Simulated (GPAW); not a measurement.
# CsGeCl3 (R3m): G0W0 with GPAW, start to end

Wanted: ground state, empty states, screening and self-energy for CsGeCl3 (R3m).

Program: GPAW 26.7.0. Level of theory: LDA and many-body steps on it, plane waves. Results are calculated unless marked as measured.

## Step 1: Starting point

The structure is trigonal, space group R3m (No. 160). The conventional cell has a = 7.694 Å, b = 7.694 Å, c = 9.535 Å, α = 90.00°, β = 90.00°, γ = 120.00°. Nearest to Cs lie 12 Cl at 3.86 to 3.90 Å. Nearest to Ge lie 3 Cl at 2.37 Å. Cl has 2 Ge at 2.37 to 3.10 Å and 4 Cs at 3.86 to 3.90 Å nearest. Farther neighbours and most contacts between anions are not listed.

As a file:

```
Cs Ge Cl
1.0
     3.84682    2.22096    3.17830
    -3.84682    2.22096    3.17830
     0.00000   -4.44192    3.17830
Cs Ge Cl
1 1 3
Direct
  0.99840 0.99840 0.99840
  0.51553 0.51553 0.51553
  0.49671 0.49671 0.94864
  0.49671 0.94864 0.49671
  0.94864 0.49671 0.49671
```

The cell and positions are those that the Materials Project relaxed with its own functionals (PBE, PBE+U or r2SCAN), kept fixed. Spin-orbit coupling is left out unless a step names it.

## Step 2: Ground state

This step: GPAW 26.7.0; DFT, LDA, plane waves, PAW.

The ground-state density comes first.

The input, run.py:

```python
import json
import numpy as np
from gpaw.mpi import world
from ase import Atoms
from gpaw import GPAW, PW, FermiDirac

atoms = Atoms(['Cs', 'Ge', 'Cl', 'Cl', 'Cl'],
    cell=[[3.8468163907, 2.2209604787, 3.1783005336],
      [-3.8468163907, 2.2209604787, 3.1783005336],
      [0.0000000000, -4.4419209574, 3.1783005336]],
    scaled_positions=[[0.9984033500, 0.9984033500, 0.9984033500],
      [0.5155331500, 0.5155331500, 0.5155331500],
      [0.4967126700, 0.4967126700, 0.9486381700],
      [0.4967126700, 0.9486381700, 0.4967126700],
      [0.9486381700, 0.4967126700, 0.4967126700]],
    pbc=(True, True, True))
calc = GPAW(mode=PW(450),
    xc='LDA',
    kpts={'size': (4, 4, 4), 'gamma': True},
    occupations=FermiDirac(0.001),
    nbands=-8,
    convergence={'density': 1e-6, 'bands': -3},
    maxiter=100,
    txt='gs.txt')
atoms.calc = calc
res = {'energy': atoms.get_potential_energy()}
kpts = calc.get_ibz_k_points()
res['kpts'] = kpts
res['eigenvalues'] = [calc.get_eigenvalues(kpt=k) for k in range(len(kpts))]
res['n_electrons'] = calc.get_number_of_electrons()
calc.write('gs.gpw')

if world.rank == 0:
    with open('result.json', 'w') as f:
        json.dump(res, f, default=lambda x: x.tolist())
```

Started as:

```
mpirun -n 8 gpaw python run.py
```

Numbers of over 12 decimals in the logs are rounded to 6 here.

What it wrote:

```text
__  _  _
 | _ |_)|_||  |
 |__||  | ||/\| - 26.7.0

Input parameters:
  mode=PW(ecut=450.000000),
  convergence={'density': 1e-06, 'bands': -3},
  kpts=MonkhorstPack(size=(4, 4, 4), gamma=True),
  maxiter=100,
  nbands=-8,
  occupations=Occupations(name='fermi-dirac', width=0.001, fixmagmom=False),
  xc=XC(name='LDA')
  [... matrices ...]
Diagonalizing LCAO Hamiltonian
Converting LCAO to pw mode

            Cs

         Cl      Cl

           Cle

Atoms  # Å, Bohr magnetons
|   | symbol |         x |         y |        z |    initial magnetic moments |
| 0 |     Cs |  0.000000 | -0.000000 | 9.519678 | ( 0.0000,  0.0000,  0.0000) |
| 1 |     Ge | -0.000000 | -0.000000 | 4.915558 | ( 0.0000,  0.0000,  0.0000) |
| 2 |     Cl | -0.000000 | -2.007417 | 6.172461 | ( 0.0000,  0.0000,  0.0000) |
| 3 |     Cl | -1.738474 |  1.003709 | 6.172461 | ( 0.0000,  0.0000,  0.0000) |
| 4 |     Cl |  1.738474 |  1.003709 | 6.172461 | ( 0.0000,  0.0000,  0.0000) |

Unit cell  # Å
| periodic |         x |         y |        z |  lengths |    angles |
|      yes |  3.846816 |  2.220960 | 3.178301 | 5.461891 | 89.546228 |
|      yes | -3.846816 |  2.220960 | 3.178301 | 5.461891 | 89.546228 |
|      yes |  0.000000 | -4.441921 | 3.178301 | 5.461891 | 89.546228 |

Number of symmetries: 6
Symmetry operations  # r_c * U_cc + t_c -> r_c
|   | kind |            matrix            |
| 0 |  E   |  1, 0, 0,  0, 1, 0,  0, 0, 1 |
| 1 |  σ   |  1, 0, 0,  0, 0, 1,  0, 1, 0 |
| 2 |  σ   |  0, 1, 0,  1, 0, 0,  0, 0, 1 |
| 3 |  C3  |  0, 1, 0,  0, 0, 1,  1, 0, 0 |
| 4 |  C3  |  0, 0, 1,  1, 0, 0,  0, 1, 0 |
| 5 |  σ   |  0, 0, 1,  0, 1, 0,  1, 0, 0 |

BZ-sampling:
  Number of BZ points: 64
  Number of IBZ points: 13

  Monkhorst-Pack size: [4, 4, 4]
  Monkhorst-Pack shift: [0.125, 0.125, 0.125]

K-points  # in reciprocal-cell coordinates
|     |                                coordinates |     weight |
|   0 | (  0.00000000,   0.00000000,   0.00000000) | 0.01562500 |
|   1 | (  0.25000000,   0.00000000,  -0.25000000) | 0.09375000 |
|   2 | (  0.25000000,   0.00000000,   0.00000000) | 0.09375000 |
|   3 | (  0.25000000,   0.25000000,  -0.25000000) | 0.09375000 |
|   4 | (  0.25000000,   0.25000000,   0.00000000) | 0.09375000 |
|   5 | (  0.25000000,   0.25000000,   0.25000000) | 0.03125000 |
|   6 | (  0.50000000,   0.00000000,   0.00000000) | 0.04687500 |
|   7 | (  0.50000000,   0.25000000,  -0.25000000) | 0.09375000 |
|   8 | (  0.50000000,   0.25000000,   0.00000000) | 0.18750000 |
|   9 | (  0.50000000,   0.25000000,   0.25000000) | 0.09375000 |
| ... |                                            |            |
|  12 | (  0.50000000,   0.50000000,   0.50000000) | 0.01562500 |

Plane wave coefficients: 3542
Cutoff: 450.000000 eV

Spin-components: 1 (collinear spins)
Bands:           25
Projectors:      25
Spin-degeneracy: 2
Datatype:        complex128

  Storage: CPU
  Wave functions: 18_371_600 bytes (2_296_450 per core)
  Projectors: 21_311_056 bytes (2_663_882 per core)
  [... matrices ...]
Parallelization:
  kpt:    8
  domain: 1
  band:   1

Density:
  Valence electrons: 34.0
  Components: 1
  Grid points: [27 27 27]
  Charge: 0.0  # |e|

Potential:
  Grid points: [27 27 27]

species:
  Cs:
    name:    Caesium
    Z:       55.0
    valence: 9
    core:    46
    charge:  0.0  # [|e|]
    compensation charges:
      type: gauss
      rc: 0.33  # [Å]
      lmax: 2
    cutoffs:
      filter: 2.06  # [Å]
      core: 2.51  # [Å]
    projectors
    | kind |    occ | energy [eV] | rcut [Å] |
    |   5s |  2.000 |     -26.872 |    1.164 |
    |   6s |  1.000 |      -2.224 |    1.164 |
    |   5p |  6.000 |     -13.611 |    1.058 |
    |    p |        |      13.601 |    1.058 |
    |    d |        |       0.000 |    1.058 |

    Using partial waves for Cs as LCAO basis

  Ge:
    name:    Germanium
    Z:       32.0
    valence: 4
    core:    28
    charge:  0.0  # [|e|]
    compensation charges:
      type: gauss
      rc: 0.32  # [Å]
      lmax: 2
    cutoffs:
      filter: 1.77  # [Å]
      core: 3.42  # [Å]
    projectors
    | kind |    occ | energy [eV] | rcut [Å] |
    |   4s |  2.000 |     -11.940 |    1.005 |
    |   4p |  2.000 |      -4.047 |    1.005 |
    |    s |        |      15.272 |    1.005 |
    |    p |        |      23.164 |    1.005 |
    |    d |        |       0.000 |    1.005 |

    Using partial waves for Ge as LCAO basis

  Cl:
    name:    Chlorine
    Z:       17.0
    valence: 7
    core:    10
    charge:  0.0  # [|e|]
    compensation charges:
      type: gauss
      rc: 0.25  # [Å]
      lmax: 2
    cutoffs:
      filter: 1.40  # [Å]
      core: 1.49  # [Å]
    projectors
    | kind |    occ | energy [eV] | rcut [Å] |
    |   3s |  2.000 |     -20.688 |    0.794 |
    |   3p |  5.000 |      -8.701 |    0.794 |
    |    s |        |       6.523 |    0.794 |
    |    p |        |      18.511 |    0.794 |
    |    d |        |       0.000 |    0.794 |

    Using partial waves for Cl as LCAO basis

Reference energy: -306209.471880  # eV

eigensolver:
  PPCG
  Converge bands: -3
  niter=2

density mixing:
  MSR1-Mixer
  Pratt-step length: 0.05
  Maximum mixing coefficient: 0.75
  Old densities: 10
  SVD Regularization: 0.005
  Good broyden scale: 1.0
  Trust region scale: 1.0
  Backstep threshold: 4.0
  History deletion threshold: 6.0
  Fourier metric: weight=20.0, sigma=0.015

occupation numbers:
  Fermi-Dirac:
    width: 0.0010  # eV

poisson solver:
  ecut: 3600.000000  # eV

xc functional:
  name: None

Initialization done in: 0.876 s

convergence criteria:
- Maximum integral of absolute [dens]ity change: 1e-06 electrons / valence electron
- Maximum [total energy] change in last 3 cyles: 0.0005 eV / valence electron
- Maximum integral of absolute [eigenst]ate change: 4e-08 eV^2 / valence electron
maximum number of iterations: 100

SCF iterations
|iter     |     time |      energy | eigst |  dens |
|iter:   1|  |  -20.026540 | +0.75 |       |
|iter:   2|  |  -19.942332 | -0.48 | -1.24 |
|iter:   3|  |  -19.540052 | -0.98 | -1.28 |
|iter:   4|  |  -19.530166 | -1.79 | -1.83 |
|iter:   5|  |  -19.529485c| -2.28 | -2.29 |
|iter:   6|  |  -19.529447c| -2.84 | -2.73 |
|iter:   7|  |  -19.529452c| -3.22 | -3.40 |
|iter:   8|  |  -19.529452c| -3.65 | -3.93 |
|iter:   9|  |  -19.529452c| -4.21 | -4.74 |
|iter:  10|  |  -19.529452c| -4.83 | -5.39 |
|iter:  11|  |  -19.529452c| -5.25 | -6.06c|
|iter:  12|  |  -19.529452c| -5.77 | -6.80c|
|iter:  13|  |  -19.529452c| -6.22 | -7.30c|
|iter:  14|  |  -19.529452c| -6.76 | -8.08c|
|iter:  15|  |  -19.529452c| -7.29 | -8.58c|
|iter:  16|  |  -19.529452c| -7.61c| -8.93c|

Converged in 16 steps
SCF loop duration: 5.477 s (0.342 s/step)
Energy contributions relative to reference atoms: (reference = -306209.471880)
  [... matrices ...]
Energy contributions:
  Kinetic:          15.801949
  Coulomb:         -17.442169
  Zero:             -0.032678
  External:          0.000000
  Xc:              -17.856554
  Entropy:          -0.000000
  Spinorbit:         0.000000
  ----------------------------
  Free energy:     -19.529452
  Extrapolated:    -19.529452

dipole moment: (0.000000, -0.000000, 74.914853)  # |e|*Ang

Fermi level: 3.921
Eigenvalues  # (at kpt = [0.000, 0.000, 0.000])
| band index |      eig [eV] | occ [0-2] |
|          0 |       -18.594 |     2.000 |
|        ... |               |           |
|          9 |        -2.399 |     2.000 |
|         10 |        -1.520 |     2.000 |
|         11 |        -0.202 |     2.000 |
|         12 |        -0.202 |     2.000 |
|         13 |        -0.019 |     2.000 |
|         14 |         0.082 |     2.000 |
|         15 |         0.082 |     2.000 |
|         16 |         0.276 |     2.000 |
|         17 |         5.796 |     0.000 |
|         18 |         6.668 |     0.000 |
|         19 |         6.668 |     0.000 |
|         20 |         7.373 |     0.000 |
|         21 |         7.575 |     0.000 |
|         22 |         7.575 |     0.000 |
|         23 |         8.396 |     0.000 |
|         24 |         8.514 |     0.000 |

Gap: 1.948 eV
Transition (v -> c):
  (s=0, k=12, n=16, [0.50, 0.50, 0.50]) -> (s=0, k=12, n=17, [0.50, 0.50, 0.50])
No difference between direct/indirect transitions
# Writing to gs.gpw (mode='')
  [... matrices ...]
```

Elapsed: 8.1 s, on 8 MPI ranks of Arm Neoverse V1, shared host; peak memory 1.4 GiB; 64 s of CPU time.

Numbers from this step:

```yaml
total_energy: -19.53 eV
gap: 1.948 eV
k_of_the_valence_top: 0.5, 0.5, 0.5
k_of_the_conduction_bottom: 0.5, 0.5, 0.5
least_direct_gap: 1.948 eV
```

The gap is direct, at (0.500, 0.500, 0.500).

## Step 3: Bands along the symmetry lines

The cheap functional maps the bands first; the places of the edges decide which points the dearer methods must see.

The input, run.py:

```python
import json
import numpy as np
from gpaw.mpi import world
from gpaw import GPAW

path = [[0.000000, 0.000000, 0.000000],
    [0.062500, 0.062500, 0.062500],
    [0.125000, 0.125000, 0.125000],
    [0.187500, 0.187500, 0.187500],
    [0.250000, 0.250000, 0.250000],
    [0.312500, 0.312500, 0.312500],
    [0.375000, 0.375000, 0.375000],
    [0.437500, 0.437500, 0.437500],
    [0.500000, 0.500000, 0.500000],
    [0.500975, 0.499025, 0.500000],
    [0.501949, 0.498051, 0.500000],
    [0.502924, 0.497076, 0.500000],
    [0.503898, 0.496102, 0.500000],
    [0.504873, 0.495127, 0.500000],
    [0.505847, 0.494153, 0.500000],
    [0.506822, 0.493178, 0.500000],
    [0.507796, 0.492204, 0.500000],
    [0.500000, -0.492204, 0.492204],
    [0.500000, -0.430678, 0.430678],
    [0.500000, -0.369153, 0.369153],
    [0.500000, -0.307627, 0.307627],
    [0.500000, -0.246102, 0.246102],
    [0.500000, -0.184576, 0.184576],
    [0.500000, -0.123051, 0.123051],
    [0.500000, -0.061525, 0.061525],
    [0.500000, 0.000000, 0.000000],
    [0.437500, 0.000000, 0.000000],
    [0.375000, 0.000000, 0.000000],
    [0.312500, 0.000000, 0.000000],
    [0.250000, 0.000000, 0.000000],
    [0.187500, 0.000000, 0.000000],
    [0.125000, 0.000000, 0.000000],
    [0.062500, 0.000000, 0.000000],
    [0.000000, 0.000000, 0.000000],
    [0.062013, -0.062013, 0.000000],
    [0.124025, -0.124025, 0.000000],
    [0.186038, -0.186038, 0.000000],
    [0.248051, -0.248051, 0.000000],
    [0.310064, -0.310064, 0.000000],
    [0.372076, -0.372076, 0.000000],
    [0.434089, -0.434089, 0.000000],
    [0.496102, -0.496102, -0.000000],
    [0.503898, 0.000000, 0.496102],
    [0.503411, 0.000000, 0.496589],
    [0.502924, 0.000000, 0.497076],
    [0.502436, 0.000000, 0.497564],
    [0.501949, 0.000000, 0.498051],
    [0.501462, 0.000000, 0.498538],
    [0.500975, 0.000000, 0.499025],
    [0.500487, 0.000000, 0.499513],
    [0.500000, 0.000000, 0.500000],
    [0.437500, 0.000000, 0.437500],
    [0.375000, 0.000000, 0.375000],
    [0.312500, 0.000000, 0.312500],
    [0.250000, 0.000000, 0.250000],
    [0.187500, 0.000000, 0.187500],
    [0.125000, 0.000000, 0.125000],
    [0.062500, 0.000000, 0.062500],
    [0.000000, 0.000000, 0.000000]]
calc = GPAW('gs.gpw').fixed_density(kpts=path,
    symmetry='off',
    nbands=27,
    convergence={'bands': 23},
    txt='bands.txt')
res = {}
kpts = calc.get_ibz_k_points()
res['kpts'] = kpts
res['eigenvalues'] = [calc.get_eigenvalues(kpt=k) for k in range(len(kpts))]
res['n_electrons'] = calc.get_number_of_electrons()

if world.rank == 0:
    with open('result.json', 'w') as f:
        json.dump(res, f, default=lambda x: x.tolist())
```

Started as:

```
mpirun -n 8 gpaw python run.py
```

What it wrote:

```text
Diagonalizing LCAO Hamiltonian
Converting LCAO to pw mode
convergence criteria:
- Maximum integral of absolute [eigenst]ate change: 4e-08 eV^2 / valence electron
maximum number of iterations: 100

SCF iterations
|iter     |     time |      energy | eigst |  dens |
|iter:   1|  |             | +1.13 |       |
|iter:   2|  |             | +0.04 |       |
|iter:   3|  |             | -0.91 |       |
[...]
|iter:  10|  |             | -6.66 |       |
|iter:  11|  |             | -7.28 |       |
|iter:  12|  |             | -7.86c|       |
SCF steps: 12
  __  _  _
 | _ |_)|_||  |
 |__||  | ||/\| - 26.7.0

Input parameters:
  mode=PW(ecut=450.000000),
  convergence={'bands': 23},
  gpts=array([27, 27, 27]),
  kpts=KPoints(kpts=array([[ 0.      ,  0.      ,  0.      ],
         [ 0.0625  ,  0.0625  ,  0.0625  ],
         [ 0.125   ,  0.125   ,  0.125   ],
         [ 0.1875  ,  0.1875  ,  0.1875  ],
[...]
[ 0.500975,  0.499025,  0.5     ],
         [ 0.501949,  0.498051,  0.5     ],
         [ 0.502924,  0.497076,  0.5     ],
[...]
[ 0.5     , -0.492204,  0.492204],
         [ 0.5     , -0.430678,  0.430678],
         [ 0.5     , -0.369153,  0.369153],
[...]
[ 0.5     , -0.123051,  0.123051],
         [ 0.5     , -0.061525,  0.061525],
[...]
[ 0.434089, -0.434089,  0.      ],
         [ 0.496102, -0.496102, -0.      ],
         [ 0.503898,  0.      ,  0.496102],
         [ 0.503411,  0.      ,  0.496589],
         [ 0.502924,  0.      ,  0.497076],
[...]
[ 0.500975,  0.      ,  0.499025],
         [ 0.500487,  0.      ,  0.499513],
[...]
[ 0.125   ,  0.      ,  0.125   ],
         [ 0.0625  ,  0.      ,  0.0625  ],
         [ 0.      ,  0.      ,  0.      ]])),
  maxiter=100,
  nbands=27,
  occupations=Occupations(name='fermi-dirac', width=0.001, fixmagmom=False),
  parallel={},
  symmetry=Symmetry(point_group=False, time_reversal=False),
  xc=XC(name='LDA')
  [... matrices ...]
timing:  # [seconds]
  Total: 0.033  # ━━━━━━━━━━━━━━━━━━━━━━━━━━━━━━━━━━━━━━━━━━━━━━━━━━━━━━━━━━━
```

Run time: 18 s. Hardware: 8 MPI ranks; peak memory 1.6 GiB; 2.3 min of CPU time.

This step gave:

| Quantity | Value |
| --- | --- |
| gap | 1.940 eV |
| k of the valence top | 0.5, 0.5, 0.5 |
| k of the conduction bottom | 0.5, -0.4922, 0.4922 |
| least direct gap | 1.942 eV |

The gap is 1.940 eV, −0.008 eV from the run before at this level.

Electronic bands along the path, in eV, zero at the top of the highest filled band:

```
     point  band 14  band 15  band 16  band 17  band 18  band 19  band 20  band 21
         Γ    -2.62    -2.52    -2.52    -2.32     3.20     4.07     4.07     4.78
   halfway    -2.46    -2.46    -2.41    -1.68     3.63     3.63     3.76     4.56
         T    -2.24    -2.24    -2.18     0.00     1.95     1.95     1.95     5.04
   halfway    -2.24    -2.24    -2.18     0.00     1.94     1.95     1.95     5.04
        H2    -2.24    -2.24    -2.18     0.00     1.94     1.95     1.96     5.04
jump to H0    -2.24    -2.24    -2.18     0.00     1.94     1.95     1.96     5.04
   halfway    -2.59    -2.49    -2.36    -1.05     2.37     3.55     3.70     5.06
         L    -2.76    -2.65    -2.63    -1.59     2.78     4.51     5.00     5.14
   halfway    -2.71    -2.63    -2.56    -2.08     3.75     4.19     4.48     4.56
         Γ    -2.62    -2.52    -2.52    -2.32     3.20     4.07     4.07     4.78
   halfway    -2.83    -2.59    -2.52    -1.78     3.79     4.01     4.47     4.86
        S0    -2.71    -2.70    -2.22    -0.75     2.32     2.43     4.85     5.36
jump to S2    -2.71    -2.70    -2.22    -0.75     2.32     2.43     4.85     5.36
   halfway    -2.71    -2.70    -2.22    -0.75     2.32     2.43     4.85     5.36
         F    -2.71    -2.70    -2.22    -0.75     2.32     2.43     4.85     5.36
   halfway    -2.71    -2.59    -2.42    -1.86     3.89     3.90     4.27     4.86
         Γ    -2.62    -2.52    -2.52    -2.32     3.20     4.07     4.07     4.78
```

## Step 4: Empty states on the mesh, 4×4×4 mesh, 558 bands

The sums over transitions need many empty states on a uniform mesh; this step solves for them.

The input, run.py:

```python
import json
import numpy as np
from gpaw.mpi import world
from gpaw import GPAW

calc = GPAW('gs.gpw').fixed_density(kpts={'size': (4, 4, 4), 'gamma': True},
    parallel={'domain': 1, 'band': 1},
    txt='nscf.txt')
calc.diagonalize_full_hamiltonian(nbands=558)
calc.write('full.gpw', mode='all')
res = {}
kpts = calc.get_ibz_k_points()
res['kpts'] = kpts
res['eigenvalues'] = [calc.get_eigenvalues(kpt=k) for k in range(len(kpts))]
res['n_electrons'] = calc.get_number_of_electrons()

if world.rank == 0:
    with open('result.json', 'w') as f:
        json.dump(res, f, default=lambda x: x.tolist())
```

Started as:

```
mpirun -n 8 gpaw python run.py
```

What it wrote:

```text
Diagonalizing LCAO Hamiltonian
Converting LCAO to pw mode
convergence criteria:
- Maximum integral of absolute [eigenst]ate change: 4e-08 eV^2 / valence electron
maximum number of iterations: 100

SCF iterations
|iter     |     time |      energy | eigst |  dens |
|iter:   1|  |             | +0.82 |       |
|iter:   2|  |             | -0.44 |       |
|iter:   3|  |             | -1.19 |       |
[...]
|iter:  14|  |             | -6.42 |       |
|iter:  15|  |             | -6.97 |       |
|iter:  16|  |             | -7.45c|       |
SCF steps: 16
  __  _  _
 | _ |_)|_||  |
 |__||  | ||/\| - 26.7.0

Input parameters:
  mode=PW(ecut=450.000000),
  convergence={'density': 1e-06, 'bands': -3},
  gpts=array([27, 27, 27]),
  kpts=MonkhorstPack(size=(4, 4, 4), gamma=True),
  maxiter=100,
  nbands=25,
  occupations=Occupations(name='fermi-dirac', width=0.001, fixmagmom=False),
  parallel={'domain': 1, 'band': 1},
  xc=XC(name='LDA')
Matrix size: 3533x3533
# Writing to full.gpw (mode='all')
  [... matrices ...]

timing:  # [seconds]
  Total: 94.045  # ━━━━━━━━━━━━━━━━━━━━━━━━━━━━━━━━━━━━━━━━━━━━━━━━━━━━━━━━━━
```

Elapsed: 1.7 min, on 8 MPI ranks; peak memory 8.1 GiB; 14 min of CPU time.

Numbers from this step:

```
gap                                                           : 1.948 eV
k of the valence top                                          : 0.5, 0.5, 0.5
k of the conduction bottom                                    : 0.5, 0.5, 0.5
least direct gap                                              : 1.948 eV
k points computed                                             : 13
lowest point of the top converged band, above the valence top : 121.6344 eV
```

On this mesh the gap is 1.948 eV.

[end of part 1 of 2]

[Paths, hosts, dates, memory and timing lines, banners, echoed tables and standing remarks are left out of the program output.]

[Logs are printed without paths, hosts, clocks, repeated set-up lines and the standing remarks that a program may print on its own settings, such as how far it seeks lower states.]

[Runs of the session that timed out or met a known fault of the program may be left out.]

[Hosts, paths, dates, database ids (printed as entryN), source tags and the programs' standing remarks are cut or masked in the printed files.]
